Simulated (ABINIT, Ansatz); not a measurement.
# SnPbSe3 (Pm-3m): zone-centre phonons, part 4 of 4

Wanted: the vibrations of SnPbSe3 (Pm-3m) at Γ, by two programs.

ABINIT 10.8.3; DFT LDA, scalar-relativistic, plane waves, HGH norm-conserving pseudopotentials.

So far. Step 4 (Zone-centre response): The acoustic modes at Γ come out as far as 2.1 cm⁻¹ from zero, where they should vanish, a small numerical error. The lowest optical mode is imaginary, 108i cm⁻¹, an instability at this level and on this k mesh. Step 5 (Zone-centre analysis): The rule moves no optical mode by more than 0.1 cm⁻¹.

The structure was built from a prototype and need not be the compound's stable phase.

### 6. The same in Ansatz

The same cell goes through another code, with its own cutoff. The potentials differ.

This step: DFT LDA, scalar-relativistic, plane waves, PseudoDojo norm-conserving pseudopotentials (Ansatz 0.2.0).

Input file input.yaml:

```yaml
crystal:
  lattice:
    - [5.150816967, 0.0, 0.0]
    - [0.0, 5.150816967, 0.0]
    - [0.0, 0.0, 5.150816967]
  atoms:
    - { symbol: Pb, position: [0.0, 0.0, 0.0] }
    - { symbol: Sn, position: [0.5, 0.5, 0.5] }
    - { symbol: Se, position: [0.5, 0.5, 0.0] }
    - { symbol: Se, position: [0.5, 0.0, 0.5] }
    - { symbol: Se, position: [0.0, 0.5, 0.5] }
kpoints:
  mp_grid: { grid: [4, 4, 4] }
hamiltonian:
  xc: lda
  pseudopotentials: { kind: nc, accuracy: standard }
scf:
  occupations: { method: methfessel_paxton, width: 0.27211 }
output:
  eigenvalues: true
phonons:
  method: dfpt
```

On the command line:

```bash
$ ansatz run input.yaml --threads 4 --pin off --max-ram 8192MiB --backend cpu --events-out ev --progress --plain --runs-dir out
```

The log of the run:

```text
zone centre: on kpoints.mp_grid the ground state, and the responses unless they are solved on pairs of k-points, stand on 27 of the mesh's 64 k-points, reduced under 8 symmetry operations, with k and −k counted as one. Each operation leaves every solved displacement unchanged or reverses it
Engine: ansatz 0.2.0, aarch64-unknown-linux-gnu
Pseudopotentials: kind: nc
Pseudopotential: Pb, nc, valence charge 14, recommended cutoff 761.918815 eV (normal), Pb.nc.azcp (PseudoDojo's, or run here from an input of PseudoDojo's; its table is named by hamiltonian.pseudopotentials.accuracy)
Pseudopotential: Sn, nc, valence charge 14, recommended cutoff 979.609905 eV (normal), Sn.nc.azcp (PseudoDojo's, or run here from an input of PseudoDojo's; its table is named by hamiltonian.pseudopotentials.accuracy)
Pseudopotential: Se, nc, valence charge 16, recommended cutoff 1170.089609 eV (normal), Se.nc.azcp (PseudoDojo's, or run here from an input of PseudoDojo's; its table is named by hamiltonian.pseudopotentials.accuracy)
Functional definition: SPW92
  exchange = slater_x
  correlation = pw_c
Crystal: 5 atoms, lattice volume = 136.656 Å³
Basis set: ecut = 1170.089609 eV, 12533 PW (Γ), exchange–correlation on 120×120×120 points (8 copies of the dense FFT grid, shifted against one another)
Bands: 46, of which v1, the nominal top of the filled ones, is band 38 counted from 1 (37 counted from 0)
Symmetry: 48 space group operations
k-points: 27 of 64 (irreducible under 8 space group operations)
Non-local potential: Pb, projectors of the file, l = 0: 2, l = 1: 2, l = 2: 2
Non-local potential: Sn, projectors of the file, l = 0: 2, l = 1: 2, l = 2: 2
Non-local potential: Se, projectors of the file, l = 0: 2, l = 1: 2, l = 2: 2
Initial density: superposition of atomic densities (chi_scale 0.1, normalization cell, long waves kept (reshape's long-wave potential 0.01 eV rms))
Initial wavefunctions: pseudopotential atomic-orbital guess
Functional: x = slater, c = lda
SCF iter   1: F=—  HF=-13943.193874 eV  |F-HF|=—  |Δ(HF+E_count)|=         —  Δρ=2.71e-2  dr2=2.05e0  ethr=3.10e-3  ⟨swp⟩=7.2  Hψ=4849  notcnv=0
preconditioner: auto → Kerker (q_TF=auto, 2.474 Å⁻¹)  [metal: Δε(μ)=0.149 eV  Ē_g=12.379 eV  σ=0.272 eV  W_gap=0.42  n_scr=32 (ndim 8)  ℏωp=19.1 eV  f_vac=0.008  D(μ)=3.40/eV (n_scr^D=26)]
SCF iter   2: F=—  HF=-13942.818703 eV  |F-HF|=—  |Δ(HF+E_count)|=   3.75e-1  S|Δr|=    0.00e0  Δρ=1.67e-2  dr2=1.14e0  ethr=2.70e-3  ⟨swp⟩=1.1  Hψ=1464  notcnv=0
SCF iter   3: F=—  HF=-13942.427494 eV  |F-HF|=—  |Δ(HF+E_count)|=   3.91e-1  S|Δr|=    0.00e0  Δρ=4.38e-3  dr2=3.19e-2  ethr=1.50e-3  ⟨swp⟩=2.3  Hψ=1598  notcnv=0
SCF iter   4: F=—  HF=-13942.422188 eV  |F-HF|=—  |Δ(HF+E_count)|=   5.31e-3  S|Δr|=    0.00e0  Δρ=9.25e-4  dr2=2.03e-3  ethr=4.20e-5  ⟨swp⟩=2.7  Hψ=2112  notcnv=0  defer=63
SCF iter   5: F=—  HF=-13942.421609 eV  |F-HF|=—  |Δ(HF+E_count)|=   5.78e-4  S|Δr|=    0.00e0  Δρ=3.83e-4  dr2=8.72e-5  ethr=2.67e-6  ⟨swp⟩=2.1  Hψ=1755  notcnv=0  defer=63
SCF iter   6: F=—  HF=-13942.421606 eV  |F-HF|=—  |Δ(HF+E_count)|=   3.40e-6  S|Δr|=    0.00e0  Δρ=7.40e-5  dr2=7.50e-6  ethr=1.15e-7  ⟨swp⟩=2.0  Hψ=1789  notcnv=0  defer=63
SCF iter   7: F=—  HF=-13942.421602 eV  |F-HF|=—  |Δ(HF+E_count)|=   3.83e-6  S|Δr|=    0.00e0  Δρ=1.68e-5  dr2=6.63e-7  ethr=9.87e-9  ⟨swp⟩=2.2  Hψ=1728  notcnv=0  defer=63
SCF iter   8: F=—  HF=-13942.421358 eV  |F-HF|=—  |Δ(HF+E_count)|=   2.44e-4  S|Δr|=    0.00e0  Δρ=5.83e-6  dr2=7.14e-8  ethr=8.73e-10  ⟨swp⟩=2.1  Hψ=1519  notcnv=0  defer=63
SCF iter   9: F=—  HF=-13942.421358 eV  |F-HF|=—  |Δ(HF+E_count)|=   4.28e-9  S|Δr|=    0.00e0  Δρ=2.08e-6  dr2=6.52e-9  ethr=9.40e-11  ⟨swp⟩=2.4  Hψ=1986  notcnv=0  defer=63
SCF iter  10: F=—  HF=-13942.421358 eV  |F-HF|=—  |Δ(HF+E_count)|=  2.87e-10  S|Δr|=    0.00e0  Δρ=4.36e-7  dr2=2.29e-10  ethr=8.58e-12  ⟨swp⟩=2.1  Hψ=1860  notcnv=0  defer=63
SCF iter  11: F=-13942.421358 eV  HF=-13942.421358 eV  |F-HF|=7.28e-12  |Δ(HF+E_count)|=  1.58e-10  S|Δr|=    0.00e0  Δρ=9.53e-8  dr2=9.51e-12  ethr=1.00e-12  ⟨swp⟩=16.0  Hψ=8574  notcnv=0
SCF 1 converged in 11 iterations: F = -13942.421358 eV  dr2 = 9.51e-12
DFPT response loops at Γ: preconditioner auto → Kerker (q_TF=auto, 2.474 Å⁻¹) (partly filled bands, converged f_vac=0.015); β = 1.00, the filter's whole step (`scf.mixing.beta` (0.50) is not read by the response loops under this deck's `scf.mixing.preconditioner`; to damp them name `kerker` or `kerker_dos`, under which they read `scf.mixing.beta`, and type it under 1.00, their step now; both keys bind the ground state too); Broyden in place of MSR1
SCF converged after 11 iterations
Stability not checked: this state was not tested for a lower state beside it, because cold or Methfessel-Paxton smearing, or corrected tetrahedra, fill the levels in a way that the test cannot read (fill_not_monotonic; see scf.lower_state_search)
Free energy (F): -13942.421358 eV
Harris-Foulkes:  -13942.421358 eV  (|F-HF|=7.28e-12)
Internal energy: -13942.437332 eV  (E = F + TS)
E sigma→0 (E₀):  -13942.425352 eV
Entropy (-TS):   0.015974 eV (3.195 meV/atom)
Fermi energy:    8.508781 eV
--- Per-component energies (eV) ---
  E_band       = -1293.684275
  E_kinetic    = 8610.547046
  E_local      = -10801.339210  (includes V_loc(G=0)·N_el)
  E_nonlocal   = -5152.299217
  E_hartree    = 4041.407955
  E_xc         = -3075.542850
  E_vxc        = -2033.408623  (∫ρ·V_xc dr)
  E_ewald      = -7565.211055
  E_smearing   = 0.015974  (= −TS)
  E_closure    = 0.000000  (closes the sum)
  Σ components = -13942.421358   (vs F -13942.421358, Δ=0.00e0)
--- Band table (eV; the first three rows and the last of 27) ---
  k-point 0: bands = [... 34 lower, 7.2811, 7.2811, 7.6512, 7.6512, 7.6512, 11.7104, 11.7104, 11.7104, ... 4 higher]
  k-point 1: bands = [... 34 lower, 6.9296, 7.4060, 7.6494, 7.6494, 8.4041, 10.2934, 11.2133, 11.2133, ... 4 higher]
  k-point 2: bands = [... 34 lower, 6.9421, 7.1929, 7.7917, 7.7917, 8.8122, 10.5160, 10.7923, 10.7923, ... 4 higher]
  k-point 26: bands = [... 34 lower, 7.7413, 8.9812, 8.9812, 8.9812, 10.8848, 10.8848, 10.8848, 11.8656, ... 4 higher]
--- Phonons (Γ-DFPT): 4 representative perturbations + reference, on 27 of 64 k-points (Σ response iterations 12) ---
  k mesh reduced under 8 symmetry operations, with k and −k counted as one. Each operation leaves every solved displacement unchanged or reverses it
  ASR residual: 3.326e-4 → 0.000e0 eV/Å²; symmetrization residual: 1.175e-4 eV/Å²
  ASR residual per site (eV/Å²): 6.57e-5 3.33e-4 8.50e-5 8.50e-5 8.50e-5
  Γ frequencies (cm⁻¹): -105.17 -105.17 -105.17 -92.76 -92.76 -92.76 -41.62 -41.62 -41.62 0.00 0.00 0.00 244.28 244.28 244.28
  non-analytic LO–TO correction: not included (Born effective charges unavailable; polar crystals: no LO–TO splitting at Γ)
```

The job ended after 80 s (4 threads of Arm Neoverse V2, shared host; peak memory 2.4 GiB).

Read from the output:

* sum-rule residual before enforcement: 3.33e-4 eV/Å²
* highest optical zone-centre mode (no LO-TO term): 244.3 cm⁻¹
* lowest optical zone-centre mode: -105.2 cm⁻¹

### 7. Side by side: ABINIT HGH and Ansatz, PseudoDojo

Numbers from this step:

```
root-mean-square difference : 7.84 cm⁻¹
largest difference          : 15.1 cm⁻¹
```

Optical modes, paired by symmetry label. Frequencies side by side, by row:

```
q (reciprocal lattice)  mode  ABINIT HGH (cm⁻¹)  Ansatz, PseudoDojo (cm⁻¹)
                 0 0 0     1             -107.7                     -105.2
                 0 0 0     2             -107.7                     -105.2
                 0 0 0     3             -107.7                     -105.2
                 0 0 0     4              -94.5                      -92.8
                 0 0 0     5              -94.5                      -92.8
                 0 0 0     6              -94.5                      -92.8
                 0 0 0     7              -44.5                      -41.6
                 0 0 0     8              -44.5                      -41.6
                 0 0 0     9              -44.5                      -41.6
                 0 0 0    13              229.2                      244.3
                 0 0 0    14              229.2                      244.3
                 0 0 0    15              229.2                      244.3
```

At the zone centre the largest difference (acoustic modes at Γ apart) is 7 % of the highest mode.

### 8. Summary of results

```
space group after relaxation                                           : Pm-3m
volume per atom                                                        : 27.3 Å³
highest optical zone-centre mode (no LO-TO term)                       : 229.2 cm⁻¹
lowest optical zone-centre mode                                        : -107.7 cm⁻¹
imaginary optical modes at the zone centre (no q mesh in this session) : yes
largest difference from Ansatz, PseudoDojo                             : 15.1 cm⁻¹
```

In words: At the LDA level the optical modes of SnPbSe3 (Pm-3m) at the zone centre run from 108i to 229 cm⁻¹, so the structure is a saddle point, with 9 modes beyond 10i cm⁻¹ there. The base run prints -0.91 GPa, mostly the error of a finite basis; the relaxation, with a smoothed and higher cutoff, had brought the cell to rest. ABINIT HGH and Ansatz, PseudoDojo differ by 7.8 cm⁻¹ in the root mean square and by 15.1 cm⁻¹ at most, 6.6 % of the highest mode compared (acoustic modes at Γ left out); the two use different potentials, and the cell was not relaxed for the second set. These are harmonic frequencies at zero temperature: anharmonic shifts and linewidths and thermal expansion are left out. Spin-orbit coupling is left out, which can matter for the heavy elements here. The HGH files keep few electrons and have no core correction, which is cheap but rough for Pb and Sn. In a metal the frequencies hang on the k mesh and the smearing, most of all near Kohn anomalies. The structure is a hypothetical one, built on a prototype.

[Host names and launcher messages were left out of these logs when they were recorded.]

[Logs are printed without paths, hosts, clocks, repeated set-up lines and the standing remarks that a program may print on its own settings, such as how far it seeks lower states.]

[Hosts, paths, dates, database ids (printed as entryN), source tags and the programs' standing remarks are cut or masked in the printed files.]
